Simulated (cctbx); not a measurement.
# A crystallographic session in cctbx: Ce2Al2CrGe

Library: cctbx 2025.11. The data are simulated by the first script.

## 1. Simulate the data

run.py:

```python
from cctbx import adptbx, crystal, miller, sgtbx, xray
from cctbx.array_family import flex
from iotbx.shelx import hklf
from scitbx import matrix
import scitbx.random

cs = crystal.symmetry(unit_cell=(3.945, 4.375, 7.662, 90, 90, 90), space_group_symbol='Hall: P 2 -2')  # Pmm2
atoms = [  # label, site, U (iso, or U11 U22 U33 U12 U13 U23 in A^2), occupancy
    ("Ce1", (0, 0, 0.4956), (0.0223, 0.0182, 0.0121, 0.0000, 0.0000, 0.0000), 1),
    ("Ce2", (0, 0.5, 0.9924), (0.0117, 0.0224, 0.0077, 0.0000, 0.0000, 0.0000), 1),
    ("Ge1", (0.5, 0.5, 0.3348), (0.0247, 0.0219, 0.0208, 0.0000, 0.0000, 0.0000), 1),
    ("Cr1", (0.5, 0, 0.1576), (0.0117, 0.0146, 0.0135, 0.0000, 0.0000, 0.0000), 1),
    ("Al1", (0.5, 0.5, 0.6759), (0.0384, 0.0258, 0.0222, 0.0000, 0.0000, 0.0000), 1),
    ("Al2", (0.5, 0, 0.8323), (0.0434, 0.0372, 0.0351, 0.0000, 0.0000, 0.0000), 1),
]
xs = xray.structure(crystal_symmetry=cs)
for label, site, u, occ in atoms:
    u = adptbx.u_cif_as_u_star(cs.unit_cell(), u) if isinstance(u, tuple) else u
    xs.add_scatterer(xray.scatterer(label, site=site, u=u, occupancy=occ))
xs.set_inelastic_form_factors(0.4959, "sasaki")
xs.show_summary()
p1 = xs.expand_to_p1()
ms = miller.build_set(p1, anomalous_flag=True, d_min=0.6)
flex.set_random_seed(604089)
scitbx.random.set_random_seed(604089)
ms = ms.select(flex.random_double(ms.size()) < 0.5)
i = ms.structure_factors_from_scatterers(p1, algorithm="direct").f_calc().as_intensity_array().data()
i = i * 40000 / flex.max(i)
sig = flex.sqrt(i + flex.pow2(0.02 * i) + 2 ** 2)
noise = scitbx.random.variate(scitbx.random.normal_distribution())(i.size())
data = ms.array(data=i + sig * noise, sigmas=sig).set_observation_type_xray_intensity()
with open("data.hkl", "w") as f:
    data.export_as_shelx_hklf(f)
print("reflections written:", data.size(), " <I/sigma> = %.1f" % flex.mean(data.data() / data.sigmas()))
for h, a, b in list(data.sort("data"))[:12]:
    print("%4d%4d%4d %9.1f %7.1f" % (h + (a, b)))
```

```console
$ python run.py
```

```text
Number of scatterers: 6
At special positions: 6
Unit cell: (3.945, 4.375, 7.662, 90, 90, 90)
Space group: P m m 2 (No. 25)
reflections written: 1280  <I/sigma> = 21.4
   0  -1  -3   40858.3   823.8
   0   1   3   40345.7   824.6
   0   2   0   36659.2   791.3
  -2   0   0   34762.1   713.1
   2   0   0   34513.6   713.1
  -1   1  -1   31151.3   629.9
  -1  -1  -1   30472.1   629.9
   1   0  -2   30237.4   624.1
  -1  -1   1   29951.9   637.4
  -1   0   2   29654.3   617.1
   1  -1  -1   29620.8   629.9
   1   0   2   29582.7   617.1
```

It took 0.25 s on 1 thread of AMD EPYC 7R13 Processor (Zen 3) (shared host), peak memory 0.07 GiB.

## 2. Refinement (right model, isotropic)

run.py:

```python
import math
from cctbx import adptbx, crystal, maptbx, sgtbx, xray
from cctbx.array_family import flex
from cctbx.xray import observations
from iotbx.shelx import hklf
from scitbx.lstbx import normal_eqns_solving
from smtbx import absolute_structure, utils
from smtbx.refinement import constraints, least_squares

cs = crystal.symmetry(unit_cell=(3.945, 4.375, 7.662, 90, 90, 90), space_group_symbol='Hall: P 2 -2')  # Pmm2
atoms = [  # label, site, U (iso, or U11 U22 U33 U12 U13 U23 in A^2), occupancy
    ("Ce1", (0, 0, 0.4937), 0.0200, 1),
    ("Ce2", (0, 0.5, 0.9995), 0.0200, 1),
    ("Ge1", (0.5, 0.5, 0.3304), 0.0200, 1),
    ("Cr1", (0.5, 0, 0.149), 0.0200, 1),
    ("Al1", (0.5, 0.5, 0.6785), 0.0200, 1),
    ("Al2", (0.5, 0, 0.8374), 0.0200, 1),
]
xs = xray.structure(crystal_symmetry=cs)
for label, site, u, occ in atoms:
    u = adptbx.u_cif_as_u_star(cs.unit_cell(), u) if isinstance(u, tuple) else u
    xs.add_scatterer(xray.scatterer(label, site=site, u=u, occupancy=occ))
xs.set_inelastic_form_factors(0.4959, "sasaki")
raw = hklf.reader(file_name="data.hkl").as_miller_arrays(crystal_symmetry=cs, anomalous=True)[0]
merged = raw.eliminate_sys_absent().merge_equivalents()
fo2 = merged.array().set_observation_type_xray_intensity()
print("Rint %.3f, %d unique reflections to %.2f A" % (merged.r_int(), fo2.size(), fo2.d_min()))
for sc in xs.scatterers():
    sc.flags.set_grad_site(True)
    sc.flags.set_grad_u_aniso(sc.flags.use_u_aniso())
    sc.flags.set_grad_u_iso(sc.flags.use_u_iso())
obs = fo2.as_xray_observations()
extra = {}
rep = constraints.reparametrisation(xs, [], utils.connectivity_table(xs), **extra)
ls = least_squares.crystallographic_ls(obs, rep, weighting_scheme=least_squares.mainstream_shelx_weighting(a=0, b=0))
print("cycle     R1     wR2    GooF  max shift (A)")
for cycle in range(8):
    ls.build_up()
    r1, wr2, goof = ls.r1_factor(cutoff_factor=2)[0], ls.wR2(), ls.goof()
    old = xs.sites_cart()
    normal_eqns_solving.levenberg_marquardt_iterations(ls, n_max_iterations=3, tau=1e-06, step_threshold=1e-7)
    big = flex.max((xs.sites_cart() - old).norms())
    print("%4d %7.4f %7.4f %7.3f %9.5f" % (cycle + 1, r1, wr2, goof, big))
    ls.build_up(objective_only=True)
    if abs(ls.wR2() - wr2) < 5e-5 and big < 5e-4:
        break
ls.build_up()
print("final R1 %.4f wR2 %.4f GooF %.3f  parameters %d  data/parameter %.1f" % (ls.r1_factor(cutoff_factor=2)[0], ls.wR2(), ls.goof(), ls.n_parameters, fo2.size() / ls.n_parameters))
cov = ls.covariance_matrix_and_annotations()
su = dict(zip(cov.annotations, (math.sqrt(max(v, 0)) for v in cov.matrix.matrix_packed_u_diagonal())))
a2 = cs.unit_cell().reciprocal_parameters()[0] ** -2
print("atom        x        y        z      Ueq    occ   su(xyz)  su(Uiso or U11)")
for sc in xs.scatterers():
    s = max(su.get(sc.label + k, 0) for k in (".x", ".y", ".z"))
    npd = "" if sc.is_positive_definite_u(cs.unit_cell()) else "  NPD"
    print("%-5s %8.5f %8.5f %8.5f %8.4f %6.3f %8.5f %7.4f%s" % ((sc.label,) + sc.site + (sc.u_iso_or_equiv(cs.unit_cell()), sc.occupancy, s, su.get(sc.label + ".uiso", su.get(sc.label + ".u11", 0) * a2), npd)))
fo = fo2.f_sq_as_f()
fc = fo.structure_factors_from_scatterers(xs, algorithm="direct").f_calc()
diff = fo.f_obs_minus_f_calc(1 / math.sqrt(ls.scale_factor()), fc).average_bijvoet_mates()
m = diff.fft_map(symmetry_flags=maptbx.use_space_group_symmetry, resolution_factor=0.25).apply_volume_scaling()
print("difference map: max %.2f min %.2f rms %.2f" % (m.statistics().max(), m.statistics().min(), m.statistics().sigma()))
peaks = m.peak_search(parameters=maptbx.peak_search_parameters(min_distance_sym_equiv=0.6, max_clusters=6)).all()
near = xs.closest_distances(peaks.sites(), distance_cutoff=4)
sps = cs.special_position_settings(min_distance_sym_equiv=0.5)
for k, (x, h) in enumerate(zip(peaks.sites(), peaks.heights())):
    ss = sps.site_symmetry(x)
    print("Q%-3d %7.4f %7.4f %7.4f %4d %7.2f  %.2f A from %s" % ((k + 1,) + tuple(t % 1 for t in ss.exact_site()) + (ss.multiplicity(), h, near.smallest_distances[k], xs.scatterers()[near.i_seqs[k]].label)))
```

```console
$ python run.py
```

```text
Rint 0.018, 676 unique reflections to 0.60 A
cycle     R1     wR2    GooF  max shift (A)
   1  0.1597  0.4154  13.394   0.11885
   2  0.0677  0.1719   5.543   0.05793
   3  0.0673  0.1706   5.502   0.02597
   4  0.0672  0.1704   5.494   0.00918
   5  0.0671  0.1704   5.493   0.00235
   6  0.0671  0.1704   5.493   0.00061
   7  0.0671  0.1704   5.493   0.00016
final R1 0.0671 wR2 0.1704 GooF 5.493  parameters 12  data/parameter 56.3
atom        x        y        z      Ueq    occ   su(xyz)  su(Uiso or U11)
Ce1    0.00000  0.00000  0.50037   0.0166  1.000  0.00022  0.0004
Ce2    0.00000  0.50000  0.99665   0.0164  1.000  0.00018  0.0004
Ge1    0.50000  0.50000  0.32703   0.0188  1.000  0.00088  0.0009
Cr1    0.50000  0.00000  0.14656   0.0126  1.000  0.00105  0.0010
Al1    0.50000  0.50000  0.65170   0.0363  1.000  0.00313  0.0039
Al2    0.50000  0.00000  0.81686   0.0255  1.000  0.00337  0.0027
difference map: max 10.54 min -13.44 rms 0.77
Q1    0.0000  0.4190  0.9978    2   11.00  0.35 A from Ce2
Q2    0.0000  0.0791  0.4998    2    9.37  0.35 A from Ce1
Q3    0.5000  0.4227  0.3253    2    4.60  0.34 A from Ge1
Q4    0.4016  0.0000  0.8285    2    4.45  0.40 A from Al2
Q5    0.5000  0.5000  0.0323    1    3.24  1.99 A from Ce2
Q6    0.0000  0.0000  0.6104    1    3.18  0.84 A from Ce1
```

Time: 0.5 s.

Figures of merit this high mean that the model is still wrong or incomplete.

## 3. Refinement (right model, anisotropic)

run.py, as its changes from the last script of this kind:

```diff
@@ -12,6 +12,6 @@
-    ("Ce1", (0, 0, 0.4937), 0.0200, 1),
-    ("Ce2", (0, 0.5, 0.9995), 0.0200, 1),
-    ("Ge1", (0.5, 0.5, 0.3304), 0.0200, 1),
-    ("Cr1", (0.5, 0, 0.149), 0.0200, 1),
-    ("Al1", (0.5, 0.5, 0.6785), 0.0200, 1),
-    ("Al2", (0.5, 0, 0.8374), 0.0200, 1),
+    ("Ce1", (0, 0, 0.50037), 0.0166, 1),
+    ("Ce2", (0, 0.5, 0.99665), 0.0164, 1),
+    ("Ge1", (0.5, 0.5, 0.32703), 0.0188, 1),
+    ("Cr1", (0.5, 0, 0.14656), 0.0126, 1),
+    ("Al1", (0.5, 0.5, 0.6517), 0.0363, 1),
+    ("Al2", (0.5, 0, 0.81686), 0.0255, 1),
@@ -23,0 +24 @@
+xs.convert_to_anisotropic()
@@ -56,0 +58,4 @@
+fc = fo2.structure_factors_from_scatterers(xs, algorithm="direct").f_calc()
+absolute_structure.flack_analysis(xs, fo2.as_xray_observations()).show()
+h = absolute_structure.hooft_analysis(fo2, fc, scale_factor=ls.scale_factor())
+print("Hooft y: %.3f(%.0f)  Bijvoet pairs: %d" % (h.hooft_y, 1000 * h.sigma_y, h.n_bijvoet_pairs))
```

```console
$ python run.py
```

```text
Rint 0.018, 676 unique reflections to 0.60 A
cycle     R1     wR2    GooF  max shift (A)
   1  0.0671  0.1704   5.543   0.08909
   2  0.0144  0.0349   1.137   0.03623
   3  0.0132  0.0321   1.044   0.02856
   4  0.0128  0.0311   1.013   0.02923
   5  0.0125  0.0304   0.991   0.01799
   6  0.0124  0.0302   0.982   0.00991
   7  0.0124  0.0301   0.979   0.00527
   8  0.0124  0.0301   0.978   0.00272
final R1 0.0124 wR2 0.0301 GooF 0.978  parameters 24  data/parameter 28.2
atom        x        y        z      Ueq    occ   su(xyz)  su(Uiso or U11)
Ce1    0.00000  0.00000  0.49677   0.0176  1.000  0.00008  0.0001
Ce2    0.00000  0.50000  0.99352   0.0140  1.000  0.00007  0.0001
Ge1    0.50000  0.50000  0.33586   0.0231  1.000  0.00020  0.0004
Cr1    0.50000  0.00000  0.15851   0.0131  1.000  0.00023  0.0004
Al1    0.50000  0.50000  0.67597   0.0281  1.000  0.00085  0.0016
Al2    0.50000  0.00000  0.83228   0.0416  1.000  0.00119  0.0024
Flack x: -0.02(4)
Hooft y: -0.012(51)  Bijvoet pairs: 275
difference map: max 0.52 min -0.65 rms 0.11
Q1    0.0000  0.2657  0.2837    2    0.53  2.00 A from Ce1
Q2    0.0000  0.2286  0.1954    2    0.53  1.95 A from Ce2
Q3    0.0000  0.2269  0.7285    2    0.47  2.03 A from Ce1
Q4    0.1096  0.5000  0.0918    2    0.42  0.87 A from Ce2
Q5    0.1184  0.5000  0.5620    2    0.42  1.74 A from Al1
Q6    0.2422  0.0000  0.1414    2    0.40  1.03 A from Cr1
```

Time: 0.54 s.

## 4. Refinement

run.py, as its changes from the last script of this kind:

```diff
@@ -23 +23 @@
-xs.set_inelastic_form_factors(0.4959, "sasaki")
+xs.set_inelastic_form_factors(1.54184, "sasaki")
@@ -38 +38 @@
-for cycle in range(8):
+for cycle in range(12):
@@ -58,4 +57,0 @@
-fc = fo2.structure_factors_from_scatterers(xs, algorithm="direct").f_calc()
-absolute_structure.flack_analysis(xs, fo2.as_xray_observations()).show()
-h = absolute_structure.hooft_analysis(fo2, fc, scale_factor=ls.scale_factor())
-print("Hooft y: %.3f(%.0f)  Bijvoet pairs: %d" % (h.hooft_y, 1000 * h.sigma_y, h.n_bijvoet_pairs))
```

```console
$ python run.py
```

```text
Rint 0.018, 676 unique reflections to 0.60 A
cycle     R1     wR2    GooF  max shift (A)
   1  0.0988  0.2328   7.576   0.09176
   2  0.0393  0.1027   3.341   0.00270
   3  0.0393  0.1026   3.338   0.00121
   4  0.0393  0.1026   3.338   0.00064
   5  0.0393  0.1026   3.338   0.00050
   6  0.0393  0.1026   3.338   0.00020
final R1 0.0393 wR2 0.1026 GooF 3.338  parameters 24  data/parameter 28.2
atom        x        y        z      Ueq    occ   su(xyz)  su(Uiso or U11)
Ce1    0.00000  0.00000  0.49748   0.0188  1.000  0.00016  0.0004
Ce2    0.00000  0.50000  0.99450   0.0152  1.000  0.00010  0.0003
Ge1    0.50000  0.50000  0.33570   0.0243  1.000  0.00057  0.0013
Cr1    0.50000  0.00000  0.15845   0.0089  1.000  0.00042  0.0009
Al1    0.50000  0.50000  0.66178   0.0218  1.000  0.00113  0.0026
Al2    0.50000  0.00000  0.81423   0.0546  1.000  0.00169  0.0081
difference map: max 4.40 min -1.38 rms 0.29
Q1    0.5000  0.0000  0.1541    1    4.53  0.03 A from Cr1
Q2    0.5000  0.5000  0.6855    1    1.63  0.18 A from Al1
Q3    0.0000  0.5000  0.9878    1    1.57  0.05 A from Ce2
Q4    0.5000  0.5000  0.3691    1    1.52  0.26 A from Ge1
Q5    0.5000  0.0000  0.5469    1    0.96  2.01 A from Ce1
Q6    0.5000  0.5000  0.9732    1    0.93  1.98 A from Ce2
```

Time: 0.46 s.

This run holds a fault made on purpose: dispersion terms of the wrong wavelength.

## 5. Refinement

run.py, as its changes from the last script of this kind:

```diff
@@ -23 +23 @@
-xs.set_inelastic_form_factors(1.54184, "sasaki")
+# no anomalous dispersion
```

```console
$ python run.py
```

```text
Rint 0.018, 676 unique reflections to 0.60 A
cycle     R1     wR2    GooF  max shift (A)
   1  0.0706  0.1790   5.824   0.09112
   2  0.0169  0.0408   1.327   0.02493
   3  0.0160  0.0391   1.273   0.01347
   4  0.0159  0.0389   1.267   0.01215
   5  0.0158  0.0388   1.262   0.01831
   6  0.0157  0.0385   1.254   0.02060
   7  0.0156  0.0383   1.245   0.01540
   8  0.0155  0.0381   1.240   0.01005
   9  0.0155  0.0380   1.238   0.00625
  10  0.0155  0.0380   1.237   0.00379
  11  0.0155  0.0380   1.237   0.00225
  12  0.0154  0.0380   1.237   0.00132
final R1 0.0154 wR2 0.0380 GooF 1.237  parameters 24  data/parameter 28.2
atom        x        y        z      Ueq    occ   su(xyz)  su(Uiso or U11)
Ce1    0.00000  0.00000  0.49694   0.0181  1.000  0.00012  0.0002
Ce2    0.00000  0.50000  0.99363   0.0146  1.000  0.00011  0.0001
Ge1    0.50000  0.50000  0.33525   0.0212  1.000  0.00027  0.0005
Cr1    0.50000  0.00000  0.15792   0.0123  1.000  0.00032  0.0005
Al1    0.50000  0.50000  0.67607   0.0286  1.000  0.00123  0.0022
Al2    0.50000  0.00000  0.83229   0.0397  1.000  0.00166  0.0031
difference map: max 1.02 min -0.67 rms 0.15
Q1    0.5000  0.5000  0.2917    1    1.04  0.33 A from Ge1
Q2    0.5000  0.0000  0.1890    1    0.98  0.24 A from Cr1
Q3    0.5000  0.5000  0.3859    1    0.81  0.39 A from Ge1
Q4    0.0000  0.2622  0.2798    2    0.55  2.02 A from Ce1
Q5    0.0000  0.2283  0.7275    2    0.50  2.03 A from Ce1
Q6    0.0000  0.2292  0.1974    2    0.50  1.96 A from Ce2
```

Time: 0.74 s.

This run holds a fault made on purpose: anomalous dispersion left out.

## 6. Refinement

run.py, as its changes from the last script of this kind:

```diff
@@ -17 +16,0 @@
-    ("Al2", (0.5, 0, 0.81686), 0.0255, 1),
@@ -23 +22 @@
-# no anomalous dispersion
+xs.set_inelastic_form_factors(0.4959, "sasaki")
```

```console
$ python run.py
```

```text
Rint 0.018, 676 unique reflections to 0.60 A
cycle     R1     wR2    GooF  max shift (A)
   1  0.1289  0.3145  10.204   0.14123
   2  0.0622  0.1620   5.257   0.00614
   3  0.0620  0.1618   5.250   0.00012
final R1 0.0621 wR2 0.1618 GooF 5.250  parameters 20  data/parameter 33.8
atom        x        y        z      Ueq    occ   su(xyz)  su(Uiso or U11)
Ce1    0.00000  0.00000  0.49799   0.0147  1.000  0.00036  0.0006
Ce2    0.00000  0.50000  0.99433   0.0122  1.000  0.00026  0.0004
Ge1    0.50000  0.50000  0.33392   0.0312  1.000  0.00149  0.0018
Cr1    0.50000  0.00000  0.15663   0.0040  1.000  0.00082  0.0011
Al1    0.50000  0.50000  0.66935   0.0115  1.000  0.00101  0.0032
difference map: max 11.18 min -1.85 rms 1.03
Q1    0.0000  0.5000  0.0003    1   11.18  0.05 A from Ce2
Q2    0.0000  0.0000  0.4871    1    9.91  0.08 A from Ce1
Q3    0.5000  0.0000  0.7999    1    9.07  2.41 A from Al1
Q4    0.5000  0.5000  0.6701    1    8.59  0.01 A from Al1
Q5    0.5000  0.5000  0.3327    1    7.36  0.01 A from Ge1
Q6    0.5000  0.0000  0.1508    1    7.35  0.04 A from Cr1
```

It took 0.39 s on 1 thread of AMD EPYC 7R13 Processor (Zen 3) (shared host), peak memory 0.09 GiB.

This run holds a fault made on purpose: atom left out: Al2.

[Logs are printed without paths, hosts, clocks, repeated set-up lines and the standing remarks that a program may print on its own settings, such as how far it seeks lower states.]
